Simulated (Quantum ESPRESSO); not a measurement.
## CrClO: which magnetic order is lowest

Symmetry: Pmmn, No. 59, orthorhombic system. Conventional cell: a = 3.190 Å, b = 3.867 Å, c = 7.952 Å, α = 90.00°, β = 90.00°, γ = 90.00°. Nearest to Cr lie 4 O at 1.98 to 2.03 Å and 2 Cl at 2.32 Å. Nearest to Cl lie 2 Cr at 2.32 Å. Nearest to O lie 4 Cr at 1.98 to 2.03 Å. Farther neighbours and most contacts between anions are not listed.

```
CELL_PARAMETERS angstrom
3.19008 0.00000 0.00000
0.00000 3.86656 0.00000
0.00000 0.00000 7.95246
ATOMIC_POSITIONS crystal
Cr 0.00000 0.00000 0.10604
Cr 0.50000 0.50000 0.89396
Cl 0.00000 0.50000 0.68142
Cl 0.50000 0.00000 0.31858
O 0.50000 0.00000 0.94782
O 0.00000 0.50000 0.05218
```

```yaml
method: PBEsol with U = 3.5 eV on Cr d (ortho-atomic projectors); plane waves with GBRV 1.5 PBEsol potentials, no spin-orbit coupling (and 1 further level or step)
program: Quantum ESPRESSO 7.5
settings_of_one_run: GBRV 1.5 PBEsol, cutoff 544.23 eV, 6×6×6 k-mesh, 40 bands, fermi-dirac occupations, smearing width 0.05 eV, collinear spin, SCF threshold 1.20e-8, Hubbard form dudarev, Hubbard projectors ortho-atomic, mesh matched on, starting moments 3 3 0 0 0 0 μB
cost: 2 runs, 2.7 min in all on 4 MPI ranks of Arm Neoverse V1, shared host (the runs of this entry)
notes: The run is spin-polarised, with a total moment of 6.00 μB a cell (absolute 6.53).
lowest_state_found: ferromagnetic (from ferro ++)
largest_site_moment: 2.51 μB
next_state_with_moments: antiferromagnetic, 17.1 meV a seeded atom higher
```

This is the lowest of 2 collinear or spinless starts, no proof of the ground state.

[Logs and program files are shortened in this print: banners, set-up blocks, solver, clock and traceback lines can be left out without a mark of their own.]

[Logs are printed without paths, hosts, clocks, repeated set-up lines and the standing remarks that a program may print on its own settings, such as how far it seeks lower states.]

[Hosts, paths, dates, database ids (printed as entryN), source tags and the programs' standing remarks are cut or masked in the printed files.]

[Where a cell is said to come from a database of computed structures, the database is the Materials Project.]
